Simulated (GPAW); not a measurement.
# A 8-layer slab of V(100): work function by functional and basis, part 2 of 2

How far do functional and basis move the work function of a 8-layer slab of V(100)?

GPAW 26.7.0; GPAW, PAW setups; slab in vacuum, relaxation (the session's first sound run).

So far, upper work function (eV): step 2 (relaxation, PBE, GPAW) 3.73; step 3 (the slab's potential, PBE, GPAW) 3.73; step 4 (OptPBE vdW: xc = "optPBE-vdW", GPAW, PAW setups, GPAW) 3.95; step 5 (self-consistent run: xc = "revPBE") 3.59; step 6 (self-consistent run: xc = "RPBE") 3.57.

### 7. Self-consistent run: xc = "vdW-DF2"

The same geometry under vdW-DF2, to see how far the functional moves the levels against the vacuum (the van der Waals functionals take revPBE setups).

Input file run.py:

```python
import json
import numpy as np
from ase import Atoms
from gpaw import GPAW, PW

slab = Atoms(
    ['V', 'V', 'V', 'V', 'V', 'V', 'V', 'V'],
    positions=[
        [1.51000, 1.51000, 9.00000],
        [0.00000, 0.00000, 10.51000],
        [1.51000, 1.51000, 12.02000],
        [0.00000, 0.00000, 13.53000],
        [1.51000, 1.51000, 14.99341],
        [0.00000, 0.00000, 16.52023],
        [1.51000, 1.51000, 18.02616],
        [0.00000, -0.00000, 19.32519]],
    cell=[[3.02, 0.0, 0.0], [0.0, 3.02, 0.0], [0.0, 0.0, 28.57]],
    pbc=[True, True, False])

slab.calc = GPAW(mode=PW(400), xc='vdW-DF2', kpts={'size': (10, 10, 1), 'gamma': True},
                 occupations={'name': 'fermi-dirac', 'width': 0.1}, nbands='160%',
                 convergence={'density': 1e-05}, maxiter=200,
                 poissonsolver={'dipolelayer': 'xy'},
                 symmetry={'tolerance': 1e-3}, txt='slab.txt')
result = {}
energy = slab.get_potential_energy()
fermi = slab.calc.get_fermi_level()
v = slab.calc.get_electrostatic_potential().mean((0, 1)) - fermi
n = slab.calc.get_pseudo_density().mean((0, 1))
L = slab.cell[2, 2]
z = np.arange(len(v)) * L / len(v)
low, high = slab.positions[:, 2].min(), slab.positions[:, 2].max()
below, above = np.interp([low - 6.8, high + 6.8], z, v)
slopes = [np.interp(x, z, np.gradient(v, z)) for x in (low - 6.8, high + 6.8)]
eps = np.array([[slab.calc.get_eigenvalues(k, s) for k in range(len(slab.calc.get_ibz_k_points()))]
                for s in range(slab.calc.get_number_of_spins())]) - fermi
top, bottom = eps[eps < 0].max(), eps[eps > 0].min()
dipole = slab.get_dipole_moment()[2]
print(f'energy {energy:.4f} eV, Fermi level {fermi:.4f} eV, dipole {dipole:.5f} e A')
print(f'potential 6.8 A off the faces, from the Fermi level: lower {below:.4f} eV, upper {above:.4f} eV')
print(f'slope of the potential there: lower {slopes[0]:.5f}, upper {slopes[1]:.5f} eV/A')
print(f'nearest levels on the mesh: {top:.4f} and {bottom:.4f} eV')
print('magnetic moment', round(slab.get_magnetic_moment(), 3))
result.update(energy=energy, fermi=fermi, dipole=dipole, below=below, above=above, slopes=slopes, edges=[top, bottom],
              z=z.tolist(), v=v.tolist(), n=n.tolist(), positions=slab.positions.tolist(),
              forces=slab.get_forces(apply_constraint=False).tolist(), moments=slab.get_magnetic_moments().tolist())
json.dump(result, open('result.json', 'w'))
```

On the command line:

```bash
OMP_NUM_THREADS=1 OPENBLAS_NUM_THREADS=1 python run.py
```

The log of the run:

```text
energy -405.4041 eV, Fermi level 1.6915 eV, dipole 0.00380 e A
potential 6.8 A off the faces, from the Fermi level: lower 4.2247 eV, upper 4.1489 eV
slope of the potential there: lower -0.00013, upper 0.00013 eV/A
nearest levels on the mesh: -0.0078 and 0.0140 eV
magnetic moment 0.0
```

Elapsed: 12 min, on 1 thread of Arm Neoverse V1, shared host; peak memory 0.48 GiB.

Numbers from this step:

* dipole along the normal: 0.003798 e·Å
* levels nearest the Fermi level on the mesh: -0.007842, 0.01405 eV from the Fermi level
* upper work function: 4.149 eV
* lower work function: 4.225 eV

The electrostatic potential energy of an electron (without an applied field's), less the Fermi level, planar mean oscillates, so the rows of the table below give means over windows of 1.48 Å about each position, cut where the curve ends. Its maxima inside the range that stand out by 2 % of the span (Å: eV): 9.7: -5.59, 11.2: -5.68, 12.8: -5.60, 14.3: -6.15, 15.8: -5.39, 17.2: -5.71, 18.6: -8.60. Its minima: 9.0: -13.5, 10.5: -13.4, 12.1: -13.4, 13.5: -13.4, 15.0: -13.3, 16.5: -13.5, 18.1: -13.6, 19.3: -13.8.

The electrostatic potential energy of an electron (without an applied field's), less the Fermi level, planar mean by z; means over each step:

| z (Å) | electrostatic potential energy of an electron (without an applied field's), less the Fermi level, planar mean (eV) |
| --- | --- |
| 0.74 | 4.22 |
| 2.22 | 4.22 |
| 3.70 | 4.22 |
| 5.18 | 4.20 |
| 6.66 | 3.80 |
| 8.14 | -2.55 |
| 9.62 | -9.32 |
| 11.10 | -9.29 |
| 12.58 | -9.28 |
| 14.06 | -9.67 |
| 15.54 | -9.14 |
| 17.02 | -9.39 |
| 18.50 | -11.3 |
| 19.98 | -4.75 |
| 21.46 | 3.56 |
| 22.94 | 4.12 |
| 24.42 | 4.15 |
| 25.90 | 4.15 |
| 27.38 | 4.15 |

The upper face's work function is 4.149 eV, against 3.728 eV in the first plane-wave PBE run at this geometry.

### 8. Self-consistent run: xc = "LDA"

The same geometry under LDA, to see how far the functional moves the levels against the vacuum.

run.py: that of step 7 with these lines changed.

```diff
@@ -19,3 +19,3 @@
 
-slab.calc = GPAW(mode=PW(400), xc='vdW-DF2', kpts={'size': (10, 10, 1), 'gamma': True},
+slab.calc = GPAW(mode=PW(400), xc='LDA', kpts={'size': (10, 10, 1), 'gamma': True},
                  occupations={'name': 'fermi-dirac', 'width': 0.1}, nbands='160%',
```

The log of the run:

```text
energy -72.4729 eV, Fermi level 1.5959 eV, dipole 0.00524 e A
potential 6.8 A off the faces, from the Fermi level: lower 4.0950 eV, upper 3.9906 eV
slope of the potential there: lower -0.00002, upper -0.00002 eV/A
nearest levels on the mesh: -0.0268 and 0.0072 eV
magnetic moment 0.0
```

Run time: 8.7 min. Hardware: 1 thread; peak memory 0.34 GiB.

This step gave:

```yaml
dipole_along_the_normal: 0.005241 e·Å
levels_nearest_the_fermi_level_on_the_mesh: -0.02678, 0.007179 eV from the Fermi level
upper_work_function: 3.991 eV
lower_work_function: 4.095 eV
```

The electrostatic potential energy of an electron (without an applied field's), less the Fermi level, planar mean oscillates, so the rows of the table below give means over windows of 1.48 Å about each position, cut where the curve ends. Its maxima inside the range that stand out by 2 % of the span (Å: eV): 9.7: -5.16, 11.2: -5.22, 12.8: -5.13, 14.3: -5.69, 15.8: -4.92, 17.2: -5.23, 18.6: -8.19. Its minima: 9.0: -13.3, 10.5: -13.0, 12.1: -13.0, 13.5: -13.1, 15.0: -13.0, 16.5: -13.2, 18.1: -13.3, 19.3: -13.6.

Table of electrostatic potential energy of an electron (without an applied field's), less the Fermi level, planar mean by z; means over each step:

z (Å), electrostatic potential energy of an electron (without an applied field's), less the Fermi level, planar mean (eV) and a bar from the least value:
```
     0.74        4.1 ##############################
     2.22        4.1 ##############################
     3.70        4.1 ##############################
     5.18        4.1 ##############################
     6.66        3.8 #############################
     8.14       -2.4 #################
     9.62       -9.0 ####
    11.10       -8.9 ####
    12.58       -8.9 ####
    14.06       -9.3 ###
    15.54       -8.7 ####
    17.02       -9.0 ####
    18.50      -11.0 
    19.98       -4.5 #############
    21.46        3.5 #############################
    22.94        4.0 ##############################
    24.42        4.0 ##############################
    25.90        4.0 ##############################
    27.38        4.0 ##############################
```

The upper face's work function is 3.991 eV, against 3.728 eV in the first plane-wave PBE run at this geometry.

### 9. Real-space grid: mode = "fd"

A real-space grid is a second complete basis, so it checks the plane-wave result.

run.py: that of step 8 with these lines changed.

```diff
@@ -3,3 +3,3 @@
 from ase import Atoms
-from gpaw import GPAW, PW
+from gpaw import GPAW
 
@@ -19,3 +19,3 @@
 
-slab.calc = GPAW(mode=PW(400), xc='LDA', kpts={'size': (10, 10, 1), 'gamma': True},
+slab.calc = GPAW(mode='fd', h=0.18, xc='PBE', kpts={'size': (10, 10, 1), 'gamma': True},
                  occupations={'name': 'fermi-dirac', 'width': 0.1}, nbands='160%',
```

The log of the run:

```text
energy -65.3129 eV, Fermi level -3.7907 eV, dipole 0.00626 e A
potential 6.8 A off the faces, from the Fermi level: lower 3.8528 eV, upper 3.7286 eV
slope of the potential there: lower -0.00004, upper 0.00003 eV/A
nearest levels on the mesh: -0.0179 and 0.0014 eV
magnetic moment 0.0
```

Elapsed: 45 min, on 1 thread; peak memory 1.7 GiB.

This step gave:

* dipole along the normal: 0.006260 e·Å
* levels nearest the Fermi level on the mesh: -0.01787, 0.001380 eV from the Fermi level
* upper work function: 3.729 eV
* lower work function: 3.853 eV

The upper face's work function is 3.729 eV, against 3.728 eV in the first plane-wave PBE run at this geometry.

### 10. Atomic orbitals: mode = "lcao"

Atom-centred orbitals end a few angstrom from the surface, which tests how much the density's tail matters.

run.py: that of step 9 with these lines changed.

```diff
@@ -19,4 +19,4 @@
 
-slab.calc = GPAW(mode='fd', h=0.18, xc='PBE', kpts={'size': (10, 10, 1), 'gamma': True},
-                 occupations={'name': 'fermi-dirac', 'width': 0.1}, nbands='160%',
+slab.calc = GPAW(mode='lcao', basis='dzp', h=0.18, xc='PBE', kpts={'size': (10, 10, 1), 'gamma': True},
+                 occupations={'name': 'fermi-dirac', 'width': 0.1}, nbands='120%',
                  convergence={'density': 1e-05}, maxiter=200,
```

The log of the run:

```text
energy -63.0294 eV, Fermi level -3.7609 eV, dipole 0.00635 e A
potential 6.8 A off the faces, from the Fermi level: lower 3.8238 eV, upper 3.6979 eV
slope of the potential there: lower -0.00000, upper -0.00000 eV/A
nearest levels on the mesh: -0.0185 and 0.0063 eV
magnetic moment 0.0
```

It took 57 min on 1 thread; peak memory 0.6 GiB.

Numbers from this step:

```
dipole along the normal                    : 0.006347 e·Å
levels nearest the Fermi level on the mesh : -0.01848, 0.006282 eV from the Fermi level
upper work function                        : 3.698 eV
lower work function                        : 3.824 eV
```

The upper face's work function is 3.698 eV, against 3.728 eV in the first plane-wave PBE run at this geometry.

### 11. The ladder

Times are for 1 thread of Arm Neoverse V1, shared host. The series side by side:

| no. | run | upper work function (eV) | lower work function (eV) | time | memory (GiB) |
| --- | --- | --- | --- | --- | --- |
| 1 | pw | 3.728 | 3.853 | 8.6 min | 0.34 |
| 2 | optPBE vdW | 3.954 | 4.051 | 9.9 min | 0.48 |
| 3 | revPBE | 3.591 | 3.725 | 8.9 min | 0.34 |
| 4 | RPBE | 3.574 | 3.708 | 8.6 min | 0.34 |
| 5 | vdW DF2 | 4.149 | 4.225 | 12 min | 0.48 |
| 6 | LDA | 3.991 | 4.095 | 8.7 min | 0.34 |
| 7 | fd | 3.729 | 3.853 | 45 min | 1.7 |
| 8 | lcao | 3.698 | 3.824 | 57 min | 0.6 |

### 12. Side by side

Results and costs are gathered.

This step: comparison of work functions, dipole and cost (GPAW 26.7.0).

Ladder, by row:

| step | code | work function, upper (eV) | work function, lower (eV) | dipole (e Å) | wall time (s) | peak memory (GiB) | threads |
| --- | --- | --- | --- | --- | --- | --- | --- |
| pw | GPAW | 3.728 | 3.853 | 0.006256 | 514.5 | 0.34 | 1 |
| optPBE-vdW | GPAW | 3.954 | 4.051 | 0.004875 | 591.9 | 0.48 | 1 |
| revPBE | GPAW | 3.591 | 3.725 | 0.006734 | 532 | 0.34 | 1 |
| RPBE | GPAW | 3.574 | 3.708 | 0.00671 | 515.4 | 0.34 | 1 |
| vdW-DF2 | GPAW | 4.149 | 4.225 | 0.003798 | 711.1 | 0.48 | 1 |
| LDA | GPAW | 3.991 | 4.095 | 0.005241 | 521.6 | 0.34 | 1 |
| fd | GPAW | 3.729 | 3.853 | 0.00626 | 2720 | 1.74 | 1 |
| lcao | GPAW | 3.698 | 3.824 | 0.006347 | 3434 | 0.6 | 1 |

### 13. A changed run

One more run, with changed settings.

This step: GPAW, PAW setups; slab in vacuum (GPAW 26.7.0).

run.py: that of step 10 with these lines changed.

```diff
@@ -3,3 +3,3 @@
 from ase import Atoms
-from gpaw import GPAW
+from gpaw import GPAW, PW
 
@@ -19,5 +19,5 @@
 
-slab.calc = GPAW(mode='lcao', basis='dzp', h=0.18, xc='PBE', kpts={'size': (10, 10, 1), 'gamma': True},
-                 occupations={'name': 'fermi-dirac', 'width': 0.1}, nbands='120%',
-                 convergence={'density': 1e-05}, maxiter=200,
+slab.calc = GPAW(mode=PW(400), xc='PBE', kpts={'size': (10, 10, 1), 'gamma': True},
+                 occupations={'name': 'fermi-dirac', 'width': 0.1}, nbands='160%',
+                 convergence={'density': 1e-05}, maxiter=75,
                  poissonsolver={'dipolelayer': 'xy'},
@@ -32,4 +32,4 @@
 low, high = slab.positions[:, 2].min(), slab.positions[:, 2].max()
-below, above = np.interp([low - 6.8, high + 6.8], z, v)
-slopes = [np.interp(x, z, np.gradient(v, z)) for x in (low - 6.8, high + 6.8)]
+below, above = np.interp([low - 1.0, high + 1.0], z, v)
+slopes = [np.interp(x, z, np.gradient(v, z)) for x in (low - 1.0, high + 1.0)]
 eps = np.array([[slab.calc.get_eigenvalues(k, s) for k in range(len(slab.calc.get_ibz_k_points()))]
@@ -39,3 +39,3 @@
 print(f'energy {energy:.4f} eV, Fermi level {fermi:.4f} eV, dipole {dipole:.5f} e A')
-print(f'potential 6.8 A off the faces, from the Fermi level: lower {below:.4f} eV, upper {above:.4f} eV')
+print(f'potential 1.0 A off the faces, from the Fermi level: lower {below:.4f} eV, upper {above:.4f} eV')
 print(f'slope of the potential there: lower {slopes[0]:.5f}, upper {slopes[1]:.5f} eV/A')
```

The log of the run:

```text
energy -65.0990 eV, Fermi level 1.8848 eV, dipole 0.00626 e A
potential 1.0 A off the faces, from the Fermi level: lower 0.1660 eV, upper 0.2631 eV
slope of the potential there: lower -7.47605, upper 7.26695 eV/A
nearest levels on the mesh: -0.0179 and 0.0017 eV
magnetic moment 0.0
```

Elapsed: 9 min, on 1 thread; peak memory 0.34 GiB.

The run finished. A setting was moved off its sound value on purpose, so it serves as a test and not as the result.

The fault put into the input: the potential probed 1 A off the face (probe = 1.0).

### 14. Outcome

```yaml
work_function_upper_and_lower_face: 3.728 and 3.853 eV
dipole_along_the_normal: 0.00626 e Å
```

What this shows: With plane waves and PBE the work function is 3.73 eV on the upper face and 3.85 eV on the lower. The two faces differ by 0.12 eV, the step that the slab's dipole makes (e p/(ε0 A) gives 0.12 eV), so the dipole layer is needed. The lowest atoms were held at bulk positions, which alone makes the faces unlike. The measured value for polycrystalline V, which weights the faces of low work function, is 4.3 eV (as compiled in "Anisotropic work function of elemental crystals", 2019, arxiv:1902.07811); the relaxed upper face lies 0.57 eV under it with PBE, and vdW-DF2 comes nearest (4.15 eV). Measured work functions scatter by a tenth of an eV or more between methods. Over the sound runs of the table the upper face's work function spans 3.574 (RPBE) to 4.149 eV (vdW-DF2). The runs had no spin polarisation, so a magnetic state, which thin layers of d-metal atoms can have, wasn't tested. The in-plane lattice was kept as typed, which isn't the functional's own and leaves some strain; spin-orbit coupling and temperature are left out.

[Logs are printed without paths, hosts, clocks, repeated set-up lines and the standing remarks that a program may print on its own settings, such as how far it seeks lower states.]

[Hosts, paths, dates, database ids (printed as entryN), source tags and the programs' standing remarks are cut or masked in the printed files.]
